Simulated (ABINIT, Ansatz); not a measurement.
# Lattice dynamics of RbSnH3 (Pm-3m) in two programs, part 3 of 4

How does RbSnH3 (Pm-3m) vibrate, and is this structure a minimum?

ABINIT 10.8.3; DFT PBEsol, scalar-relativistic, plane waves, PseudoDojo norm-conserving pseudopotentials.

So far. Step 3 (Self-consistent run for the response): The cell stands at -0.49 GPa: the relaxation ran with a smoothed and higher cutoff, and the difference is a stress of the finite basis. Step 4 (Zone-centre response): The acoustic modes at Γ come out as far as 7.3 cm⁻¹ from zero, where they should vanish, a small numerical error. The lowest optical mode is imaginary, 1185i cm⁻¹, an instability at this level and on this k mesh. The relaxed cell has a = 4.351 Å (conventional setting).

The structure was built from a prototype and need not be the compound's stable phase.

## 5. Phonons on a q mesh

Linear response treats each wavevector in the unit cell, with no supercell; the 2×2×2 mesh fixes the range of the force constants to be had.

dfpt_q.abi

```
ndtset 3

# wavevectors
qpt1 0.5 0.0 0.0
qpt2 0.5 0.5 0.0
qpt3 0.5 0.5 0.5

# displacements
getwfk_filepath "gso_WFK"
getwfq_filepath "gso_WFK"
kptopt 3
nqpt 1
rfphon 1
rfatpol 1 5
rfdir 1 1 1
tolvrs 1.0d-10
prtwf 0

# basis, mesh and filling
ecut 32.0
ngkpt 6 6 6
nshiftk 1
shiftk 0.0 0.0 0.0
istwfk *1
occopt 7
tsmear 0.01
nband 20
nstep 100
diemac 1000000.0
prtebands 0
prtgsr 0
useylm 1

# cell and atoms
acell 3*1.0 Angstrom
rprim 
    4.351402658 0.0 0.0
    0.0 4.351402658 0.0
    0.0 0.0 4.351402658
ntypat 3
znucl 37 50 1
natom 5
typat 1 2 3 3 3
xred 
    0.0 0.0 0.0
    0.5 0.5 0.5
    0.5 0.5 0.0
    0.5 0.0 0.5
    0.0 0.5 0.5
pp_dirpath "./pseudo"
pseudos "Rb.upf, Sn.upf, H.upf"
```

Command:

```sh
OMP_NUM_THREADS=1 mpirun -n 4 abinit dfpt_q.abi > dfpt_q.log
```

Numbers of over 12 decimals in the logs are rounded to 6 here.

dfpt_q.abo, the main output file:

```text
[banners, grids, parts of the stress and lines that vanish by symmetry left out]
- input  file    -> dfpt_q.abi
- output file    -> dfpt_q.abo
- root for input  files -> dfpt_qi
[...]
DATASET    1 : space group Pm -3 m (#221); Bravais cP (primitive cubic)
[...]
nfft =       91125          nkpt =         216
[...]
DATASET    2 : space group Pm -3 m (#221); Bravais cP (primitive cubic)
[...]
nfft =       91125          nkpt =         216
[...]
DATASET    3 : space group Pm -3 m (#221); Bravais cP (primitive cubic)
[...]
nfft =       91125          nkpt =         216
[...]
== DATASET  1 ==================================================================
[...]
cutoff_energies: {ecut:  32.0, pawecutdg:  -1.0, }
[...]
Perturbation : displacement of atom   1   along direction   1
[...]
-ETOT  1   6.589050     -1.372E+03 5.397E+00 6.860E+04
 ETOT  2   1.551522     -5.038E+00 7.321E-02 3.920E+03
 ETOT  3   1.167195     -3.843E-01 3.245E-02 3.790E+02
 ETOT  4   1.146233     -2.096E-02 2.392E-01 1.196E+01
 ETOT  5   1.145367     -8.656E-04 7.066E-02 2.440E+00
[...]
At SCF step   13       vres2   =  1.34E-11 < tolvrs=  1.00E-10 =>converged.
[...]
Perturbation : displacement of atom   1   along direction   2
[...]
-ETOT  1   1.464921     -1.234E+03 5.389E+00 9.067E+01
[...]
At SCF step   11       vres2   =  3.94E-11 < tolvrs=  1.00E-10 =>converged.
[...]
Perturbation : displacement of atom   2   along direction   1
[...]
-ETOT  1   10.920496562597     -2.283E+04 2.879E+01 1.344E+04
[...]
At SCF step   13       vres2   =  3.67E-11 < tolvrs=  1.00E-10 =>converged.
[...]
Perturbation : displacement of atom   2   along direction   2
[...]
-ETOT  1   6.027940     -2.248E+04 2.884E+01 6.780E+02
[...]
At SCF step   12       vres2   =  5.27E-11 < tolvrs=  1.00E-10 =>converged.
[...]
Perturbation : displacement of atom   3   along direction   1
[...]
-ETOT  1   1.239962     -6.451E+01 3.031E-01 8.646E+03
[...]
Perturbation : displacement of atom   3   along direction   2
[...]
-ETOT  1  0.964542     -6.301E+01 5.496E-01 8.365E+02
[...]
Perturbation : displacement of atom   3   along direction   3
[...]
-ETOT  1  -3.378076     -6.930E+01 5.874E-01 4.045E+02
[...]
Perturbation : displacement of atom   5   along direction   1
[...]
-ETOT  1   2.284827     -6.540E+01 6.926E-01 2.054E+03
[...]
Perturbation : displacement of atom   5   along direction   2
[...]
-ETOT  1  0.823978     -6.316E+01 1.438E+00 8.388E+02
[...]
Phonon wavevector (reduced coordinates) :  0.50000  0.00000  0.00000
 Phonon energies in Hartree :
[...]
Phonon frequencies in cm-1    :
- -1.188281E+03 -1.188281E+03  5.626597E+01  5.626597E+01  6.276379E+01
-  6.276379E+01  7.230616E+01  1.033937E+02  4.926982E+02  4.926982E+02
-  4.970128E+02  5.318986E+02  5.532956E+02  5.532956E+02  8.785746E+02
[...]
== DATASET  2 ==================================================================
[...]
cutoff_energies: {ecut:  32.0, pawecutdg:  -1.0, }
[...]
Perturbation : displacement of atom   1   along direction   1
[...]
-ETOT  1   2.358982     -1.307E+03 5.406E+00 3.426E+03
[...]
Perturbation : displacement of atom   1   along direction   3
[...]
-ETOT  1   1.445031     -1.229E+03 5.399E+00 7.741E+01
[...]
Perturbation : displacement of atom   2   along direction   1
[...]
-ETOT  1   10.277451467534     -2.266E+04 2.875E+01 2.863E+03
[...]
Perturbation : displacement of atom   2   along direction   3
[...]
-ETOT  1   6.326994     -2.247E+04 2.883E+01 7.697E+02
[...]
Perturbation : displacement of atom   3   along direction   1
[...]
-ETOT  1  0.854135     -6.404E+01 9.671E-01 2.485E+03
[...]
Perturbation : displacement of atom   3   along direction   3
[...]
-ETOT  1  -3.485182     -6.934E+01 4.105E-01 3.810E+02
[...]
Perturbation : displacement of atom   4   along direction   1
[...]
-ETOT  1   1.159047     -6.373E+01 2.102E+00 2.990E+03
[...]
Perturbation : displacement of atom   4   along direction   2
[...]
-ETOT  1   2.237236     -6.460E+01 7.145E+00 1.769E+03
[...]
Perturbation : displacement of atom   4   along direction   3
[...]
-ETOT  1  0.722469     -6.319E+01 3.958E-01 7.845E+02
[...]
Phonon wavevector (reduced coordinates) :  0.50000  0.50000  0.00000
 Phonon energies in Hartree :
[...]
Phonon frequencies in cm-1    :
- -1.205406E+03  5.458690E+01  5.620877E+01  5.620877E+01  8.116676E+01
-  1.230194E+02  1.230194E+02  3.364241E+02  4.521470E+02  4.521470E+02
-  4.583720E+02  4.583720E+02  7.147957E+02  7.643975E+02  9.562514E+02
[...]
== DATASET  3 ==================================================================
[...]
cutoff_energies: {ecut:  32.0, pawecutdg:  -1.0, }
[...]
Perturbation : displacement of atom   1   along direction   1
[...]
-ETOT  1   1.845180     -1.281E+03 5.416E+00 5.009E+02
[...]
Perturbation : displacement of atom   2   along direction   1
[...]
-ETOT  1   9.975513     -2.260E+04 2.871E+01 1.570E+03
[...]
Perturbation : displacement of atom   3   along direction   1
[...]
-ETOT  1   1.033867     -6.353E+01 4.166E-01 1.627E+03
[...]
At SCF step   11       vres2   =  1.01E-11 < tolvrs=  1.00E-10 =>converged.
[...]
Perturbation : displacement of atom   3   along direction   3
[...]
-ETOT  1   2.125153     -6.438E+01 5.994E-01 1.205E+03
[...]
ETOT  9   1.879875     -8.782E-11 8.371E-03 2.855E-09
 ETOT 10   1.879875     -1.563E-12 1.021E-01 4.642E-11
 At SCF step   10       vres2   =  4.64E-11 < tolvrs=  1.00E-10 =>converged.
[...]
Phonon wavevector (reduced coordinates) :  0.50000  0.50000  0.50000
 Phonon energies in Hartree :
[...]
Phonon frequencies in cm-1    :
-  6.949446E+01  6.949446E+01  6.949446E+01  1.185690E+02  1.185690E+02
-  1.185690E+02  3.310876E+02  3.310876E+02  3.310876E+02  5.217910E+02
-  6.942239E+02  6.942239E+02  6.942239E+02  9.783471E+02  9.783471E+02
[...]
strten2     0.0000000000E+00  0.0000000000E+00  0.0000000000E+00
           strten3     0.0000000000E+00  0.0000000000E+00  0.0000000000E+00
================================================================================
```

Run time: 29 min. Hardware: 4 MPI ranks of Intel Xeon 6975P-C (Granite Rapids), shared host; 1.9 h of CPU time.

Read from the output:

- lowest mode on the q mesh (acoustic ones at the zone centre apart): -1205 cm⁻¹

Frequencies (cm⁻¹) before the sum rule at the irreducible wavevectors but Γ, which is solved apart; negative means imaginary. Frequencies by wavevector:

| q (fractions) | star | mode 1 | mode 2 | mode 3 | mode 4 | mode 13 | mode 14 | mode 15 |
| --- | --- | --- | --- | --- | --- | --- | --- | --- |
| 0.5 0 0 | 3 | -1188 | -1188 | 56.27 | 56.27 | 553.3 | 553.3 | 878.6 |
| 0.5 0.5 0 | 3 | -1205 | 54.59 | 56.21 | 56.21 | 714.8 | 764.4 | 956.2 |
| 0.5 0.5 0.5 | 1 | 69.49 | 69.49 | 69.49 | 118.6 | 694.2 | 978.4 | 978.4 |

## 6. Interpolated phonon bands

anaddb transforms the dynamical matrices to force constants and back along the path; points of the mesh come back as solved, but for the sum rule and, in polar crystals, the LO-TO term at Γ; the rest is interpolation.

anaddb.abi

```
ddb_filepath "all_DDB"
output_file "anaddb.abo"
outdata_prefix "anaddb"
ifcflag 1
ngqpt 2 2 2
nqshft 1
q1shft 0.0 0.0 0.0
asr 1
chneut 0
dipdip 0
dipquad 0
quadquad 0
enunit 0
eivec 0
nph1l 62
qph1l 
    0.0 0.0 0.0 1.0
    0.0 0.05 0.0 1.0
    0.0 0.1 0.0 1.0
    0.0 0.15 0.0 1.0
    0.0 0.2 0.0 1.0
    0.0 0.25 0.0 1.0
    0.0 0.3 0.0 1.0
    0.0 0.35 0.0 1.0
    0.0 0.4 0.0 1.0
    0.0 0.45 0.0 1.0
    0.0 0.5 0.0 1.0
    0.05 0.5 0.0 1.0
    0.1 0.5 0.0 1.0
    0.15 0.5 0.0 1.0
    0.2 0.5 0.0 1.0
    0.25 0.5 0.0 1.0
    0.3 0.5 0.0 1.0
    0.35 0.5 0.0 1.0
    0.4 0.5 0.0 1.0
    0.45 0.5 0.0 1.0
    0.5 0.5 0.0 1.0
    0.45 0.45 0.0 1.0
    0.4 0.4 0.0 1.0
    0.35 0.35 0.0 1.0
    0.3 0.3 0.0 1.0
    0.25 0.25 0.0 1.0
    0.2 0.2 0.0 1.0
    0.15 0.15 0.0 1.0
    0.1 0.1 0.0 1.0
    0.05 0.05 0.0 1.0
    0.0 0.0 0.0 1.0
    0.05 0.05 0.05 1.0
    0.1 0.1 0.1 1.0
    0.15 0.15 0.15 1.0
    0.2 0.2 0.2 1.0
    0.25 0.25 0.25 1.0
    0.3 0.3 0.3 1.0
    0.35 0.35 0.35 1.0
    0.4 0.4 0.4 1.0
    0.45 0.45 0.45 1.0
    0.5 0.5 0.5 1.0
    0.45 0.5 0.45 1.0
    0.4 0.5 0.4 1.0
    0.35 0.5 0.35 1.0
    0.3 0.5 0.3 1.0
    0.25 0.5 0.25 1.0
    0.2 0.5 0.2 1.0
    0.15 0.5 0.15 1.0
    0.1 0.5 0.1 1.0
    0.05 0.5 0.05 1.0
    0.0 0.5 0.0 1.0
    0.5 0.5 0.5 1.0
    0.5 0.5 0.45 1.0
    0.5 0.5 0.4 1.0
    0.5 0.5 0.35 1.0
    0.5 0.5 0.3 1.0
    0.5 0.5 0.25 1.0
    0.5 0.5 0.2 1.0
    0.5 0.5 0.15 1.0
    0.5 0.5 0.1 1.0
    0.5 0.5 0.05 1.0
    0.5 0.5 0.0 1.0
```

mrgddb.in

```
all_DDB
merged
4
dfpt_gammao_DDB
dfpt_qo_DS1_DDB
dfpt_qo_DS2_DDB
dfpt_qo_DS3_DDB
```

Command:

```sh
mrgddb < mrgddb.in > mrgddb.log
OMP_NUM_THREADS=1 anaddb anaddb.abi > anaddb.log
```

anaddb.abo, the main output file:

```text
[banners, grids, parts of the stress and lines that vanish by symmetry left out]
-outvars_anaddb: echo values of input variables ----------------------

 Flags :
[...]
Phonon wavevector (reduced coordinates) :  0.00000  0.00000  0.00000
 Phonon energies in Hartree :
[...]
Phonon frequencies in cm-1    :
- -1.185162E+03 -1.185162E+03 -1.185162E+03  0.000000E+00  0.000000E+00
-  0.000000E+00  7.836698E+01  7.836698E+01  7.836698E+01  5.468319E+02
-  5.468319E+02  5.468319E+02  5.733064E+02  5.733064E+02  5.733064E+02
[...]
Phonon wavevector (reduced coordinates) :  0.00000  0.05000  0.00000
 Phonon energies in Hartree :
[...]
Phonon frequencies in cm-1    :
- -1.185237E+03 -1.185237E+03 -1.162641E+03  5.892199E+00  5.892199E+00
-  1.916247E+01  7.817141E+01  7.817141E+01  7.954948E+01  5.456677E+02
-  5.460972E+02  5.460972E+02  5.723377E+02  5.723377E+02  5.723914E+02
[...]
Phonon wavevector (reduced coordinates) :  0.00000  0.10000  0.00000
 Phonon energies in Hartree :
[...]
Phonon frequencies in cm-1    :
- -1.185455E+03 -1.185455E+03 -1.094689E+03  1.187095E+01  1.187095E+01
-  3.688439E+01  7.758983E+01  7.758983E+01  8.365555E+01  5.422750E+02
-  5.437542E+02  5.437542E+02  5.697104E+02  5.697104E+02  5.697337E+02
[...]
Phonon wavevector (reduced coordinates) :  0.00000  0.15000  0.00000
 Phonon energies in Hartree :
[...]
Phonon frequencies in cm-1    :
- -1.185795E+03 -1.185795E+03 -9.796444E+02  1.799069E+01  1.799069E+01
-  5.118893E+01  7.663661E+01  7.663661E+01  9.257287E+01  5.369480E+02
-  5.394550E+02  5.394550E+02  5.655929E+02  5.661854E+02  5.661854E+02
[...]
Phonon wavevector (reduced coordinates) :  0.00000  0.20000  0.00000
 Phonon energies in Hartree :
[...]
Phonon frequencies in cm-1    :
- -1.186223E+03 -1.186223E+03 -8.123551E+02  2.424874E+01  2.424874E+01
-  6.069743E+01  7.533230E+01  7.533230E+01  1.091582E+02  5.301594E+02
[...]
Phonon wavevector (reduced coordinates) :  0.00000  0.25000  0.00000
 Phonon energies in Hartree :
[...]
Phonon frequencies in cm-1    :
[...]
Phonon wavevector (reduced coordinates) :  0.00000  0.30000  0.00000
 Phonon energies in Hartree :
[...]
Phonon frequencies in cm-1    :
[...]
Phonon wavevector (reduced coordinates) :  0.00000  0.35000  0.00000
 Phonon energies in Hartree :
[...]
Phonon frequencies in cm-1    :
[...]
Phonon wavevector (reduced coordinates) :  0.00000  0.40000  0.00000
 Phonon energies in Hartree :
[...]
Phonon frequencies in cm-1    :
[...]
Phonon wavevector (reduced coordinates) :  0.00000  0.45000  0.00000
 Phonon energies in Hartree :
[...]
Phonon frequencies in cm-1    :
[...]
Phonon wavevector (reduced coordinates) :  0.00000  0.50000  0.00000
 Phonon energies in Hartree :
[...]
Phonon frequencies in cm-1    :
[...]
Phonon wavevector (reduced coordinates) :  0.05000  0.50000  0.00000
 Phonon energies in Hartree :
[...]
Phonon frequencies in cm-1    :
[...]
Phonon wavevector (reduced coordinates) :  0.10000  0.50000  0.00000
 Phonon energies in Hartree :
[...]
Phonon frequencies in cm-1    :
[...]
Phonon wavevector (reduced coordinates) :  0.15000  0.50000  0.00000
 Phonon energies in Hartree :
[...]
Phonon frequencies in cm-1    :
[...]
Phonon wavevector (reduced coordinates) :  0.25000  0.25000  0.25000
 Phonon energies in Hartree :
[...]
Phonon frequencies in cm-1    :
[...]
-  4.223760E+02  4.223760E+02  6.011952E+02  6.011952E+02  6.108806E+02
  Phonon wavevector (reduced coordinates) :  0.30000  0.30000  0.30000
 Phonon energies in Hartree :
[...]
Phonon frequencies in cm-1    :
- -5.339976E+02 -1.170305E+02 -1.170305E+02  6.021266E+01  7.001531E+01
-  7.001531E+01  1.374171E+02  3.657609E+02  3.657609E+02  3.695282E+02
-  4.030233E+02  4.030233E+02  6.239450E+02  6.239450E+02  6.304339E+02
  Phonon wavevector (reduced coordinates) :  0.35000  0.35000  0.35000
 Phonon energies in Hartree :
[...]
Phonon frequencies in cm-1    :
- -2.656160E+02  5.553682E+01  5.553682E+01  6.412639E+01  8.996547E+01
-  8.996547E+01  1.741057E+02  3.453133E+02  3.533157E+02  3.533157E+02
[...]
Phonon wavevector (reduced coordinates) :  0.40000  0.40000  0.40000
 Phonon energies in Hartree :
[...]
Phonon frequencies in cm-1    :
[...]
Phonon wavevector (reduced coordinates) :  0.45000  0.45000  0.45000
 Phonon energies in Hartree :
[...]
Phonon frequencies in cm-1    :
[...]
Phonon wavevector (reduced coordinates) :  0.50000  0.50000  0.50000
 Phonon energies in Hartree :
[...]
Phonon frequencies in cm-1    :
[...]
Phonon wavevector (reduced coordinates) :  0.50000  0.50000  0.05000
 Phonon energies in Hartree :
[...]
Phonon frequencies in cm-1    :
[...]
Phonon wavevector (reduced coordinates) :  0.50000  0.50000  0.00000
 Phonon energies in Hartree :
[...]
Phonon frequencies in cm-1    :
[...]
-  1.229891E+02  1.229891E+02  3.364696E+02  4.521809E+02  4.521809E+02
-  4.584054E+02  4.584054E+02  7.148171E+02  7.644523E+02  9.562952E+02
-
```

Run time: 0.69 s. Hardware: 1 thread.

Numbers from this step:

- lowest frequency on the path: -1205 cm⁻¹

Anaddb. Phonon branches along the path, in cm⁻¹:

| point | branch 1 | branch 2 | branch 3 | branch 4 | branch 12 | branch 13 | branch 14 | branch 15 |
| --- | --- | --- | --- | --- | --- | --- | --- | --- |
| Γ | -1185 | -1185 | -1185 | 0 | 547 | 573 | 573 | 573 |
| halfway | -1187 | -1187 | -576 | 31 | 525 | 555 | 560 | 560 |
| X | -1188 | -1188 | 55 | 55 | 532 | 553 | 553 | 879 |
| halfway | -1197 | -594 | 53 | 54 | 506 | 509 | 651 | 879 |
| M | -1205 | 53 | 55 | 55 | 458 | 715 | 764 | 956 |
| halfway | -1192 | -645 | -509 | 42 | 523 | 524 | 526 | 620 |
| Γ | -1185 | -1185 | -1185 | 0 | 547 | 573 | 573 | 573 |
| halfway | -733 | -503 | -503 | 60 | 422 | 601 | 601 | 611 |
| R | 68 | 68 | 68 | 119 | 694 | 694 | 978 | 978 |
| halfway | -705 | -496 | 52 | 62 | 589 | 632 | 638 | 884 |
| X | -1188 | -1188 | 55 | 55 | 532 | 553 | 553 | 879 |
| jump to R | 68 | 68 | 68 | 119 | 694 | 694 | 978 | 978 |
| halfway | -649 | 61 | 62 | 62 | 619 | 705 | 773 | 967 |
| M | -1205 | 53 | 55 | 55 | 458 | 715 | 764 | 956 |

The path dips to 1205i cm⁻¹.

## 7. Sums over the zone

Sums over the zone need many more wavevectors than were solved, so the interpolation is sampled on a dense mesh.

anaddb.abi

```
ddb_filepath "all_DDB"
output_file "anaddb.abo"
outdata_prefix "anaddb"
ifcflag 1
ngqpt 2 2 2
nqshft 1
q1shft 0.0 0.0 0.0
asr 1
chneut 0
dipdip 0
dipquad 0
quadquad 0
prtdos 2
ng2qpt 10 10 10
dosdeltae 4.5563e-06
ntemper 11
temperinc 100.0
tempermin 0.0
```

Command:

```sh
OMP_NUM_THREADS=1 anaddb anaddb.abi > anaddb.log
```

anaddb.abo, the main output file:

```text
-outvars_anaddb: echo values of input variables ----------------------

 Flags :
     ifcflag         1
 Miscellaneous information :
         asr         1
      chneut         0
 Interatomic Force Constants Inputs :
      dipdip         0
     dipquad         0
    quadquad         0
      ifcana         0
      ifcout         0
 Description of grid 1 :
        brav         1
       ngqpt         2         2         2
      nqshft         1
      q1shft
                     0.00000000E+00  0.00000000E+00  0.00000000E+00
 Phonon DOS information :
   dosdeltae  4.55630000E-06
    dossmear  4.55633525E-06
 Description of grid 2 (Fourier interp. or BZ sampling):
      ng2qpt        10        10        10
      ngrids         4
      q2shft         0.00000000E+00  0.00000000E+00  0.00000000E+00

================================================================================

 read the DDB information and perform some checks

  ==== Info on the Cryst% object ====
 Real(R)+Recip(G) space primitive vectors, cartesian coordinates (Bohr,Bohr^-1):
 R(1)=  8.2229593  0.0000000  0.0000000  G(1)=  0.1216107  0.0000000  0.0000000
 R(2)=  0.0000000  8.2229593  0.0000000  G(2)=  0.0000000  0.1216107  0.0000000
 R(3)=  0.0000000  0.0000000  8.2229593  G(3)=  0.0000000  0.0000000  0.1216107
 Unit cell volume ucvol=  5.5601233E+02 bohr^3
 Angles (23,13,12)=  9.00000000E+01  9.00000000E+01  9.00000000E+01 degrees
 Time-reversal symmetry is present
 Reduced atomic positions [iatom, xred, symbol]:
    1)    0.0000000  0.0000000  0.0000000  Rb
    2)    0.5000000  0.5000000  0.5000000  Sn
    3)    0.5000000  0.5000000  0.0000000   H
    4)    0.5000000  0.0000000  0.5000000   H
    5)    0.0000000  0.5000000  0.5000000   H

 DDB file with 4 blocks has been read.

================================================================================

 Calculation of the interatomic forces

       Homogeneous q point set in the B.Z.
 Grid q points  :        8
  1)   0.00000000E+00  0.00000000E+00  0.00000000E+00
  2)   5.00000000E-01  0.00000000E+00  0.00000000E+00
  3)   0.00000000E+00  5.00000000E-01  0.00000000E+00
  4)   5.00000000E-01  5.00000000E-01  0.00000000E+00
  5)   0.00000000E+00  0.00000000E+00  5.00000000E-01
  6)   5.00000000E-01  0.00000000E+00  5.00000000E-01
  7)   0.00000000E+00  5.00000000E-01  5.00000000E-01
  8)   5.00000000E-01  5.00000000E-01  5.00000000E-01

 The interatomic forces have been obtained

================================================================================

 Calculation of phonon density of states

 Average speed of sound partial sums:     0.1191639055E-02 (at units)
-                                   =           2.6069 [km/s]

 Debye frequency from partial sums:     0.5648505778E-03 (Ha)
-                                 =     0.3716538264E+01 (THz)
-Debye temperature from partial sums:     0.1783657052E+03 (K)

 Average speed of sound:     0.9664451034E-04 (at units)
-                      =           0.2114 [km/s]

 Debye frequency from DOS:     0.4581060622E-04 (Ha)
-                        =     0.3014193091E+00 (THz)
-Debye temperature from DOS:     0.1446584532E+02 (K)

-
```

Elapsed: 1.6 s, on 1 thread.

Numbers from this step:

| Property | Result |
| --- | --- |
| share of modes beyond 3i cm⁻¹ on the dense interpolated mesh | 0.15 |

The phonon density of states has structure finer than the step of the table below, so its rows give means over 50 cm⁻¹, whole bins alone (the curve runs from -1235 to 1005 cm⁻¹). Peaks (cm⁻¹: height): 52.6: 0.0880, 108.6: 0.0535, 556.6: 0.0360.

Tetrahedra. The phonon density of states by wavenumber; means over each step:

| wavenumber (cm⁻¹) | phonon density of states (1/cm⁻¹/cell) |
| --- | --- |
| -1200 | 0.00266 |
| -1150 | 0.00632 |
| -1100 | 0.00477 |
| -1050 | 0.00211 |
| -1000 | 0.00204 |
| -950 | 0.00200 |
| -900 | 0.00198 |
| -850 | 0.00207 |
| -800 | 0.00175 |
| -750 | 0.00109 |
| -700 | 0.00105 |
| -650 | 0.00102 |
| -600 | 9.9e-4 |
| -550 | 9.7e-4 |
| -500 | 9.6e-4 |
| -450 | 9.8e-4 |
| -400 | 9.5e-4 |
| -350 | 8.8e-4 |
| -300 | 9.9e-4 |
| -250 | 0.00112 |
| -200 | 0.00158 |
| -150 | 0.00175 |
| -100 | 0.00186 |
| -50 | 0.00206 |
| 0 | 0.00305 |
| 50 | 0.0542 |
| 100 | 0.0438 |
| 150 | 0.00659 |
| 200 | 0.00325 |
| 250 | 0.00288 |
| 300 | 0.00378 |
| 350 | 0.0139 |
| 400 | 0.0135 |
| 450 | 0.0153 |
| 500 | 0.0194 |
| 550 | 0.0277 |
| 600 | 0.0161 |
| 650 | 0.0116 |
| 700 | 0.00731 |
| 750 | 0.00296 |
| 800 | 0.00318 |
| 850 | 0.00373 |
| 900 | 0.00250 |
| 950 | 9.0e-4 |

(Continued in part 4 of 4.)

[Host names and launcher messages were left out of these logs when they were recorded.]

[Logs are printed without paths, hosts, clocks, repeated set-up lines and the standing remarks that a program may print on its own settings, such as how far it seeks lower states.]

[Hosts, paths, dates, database ids (printed as entryN), source tags and the programs' standing remarks are cut or masked in the printed files.]
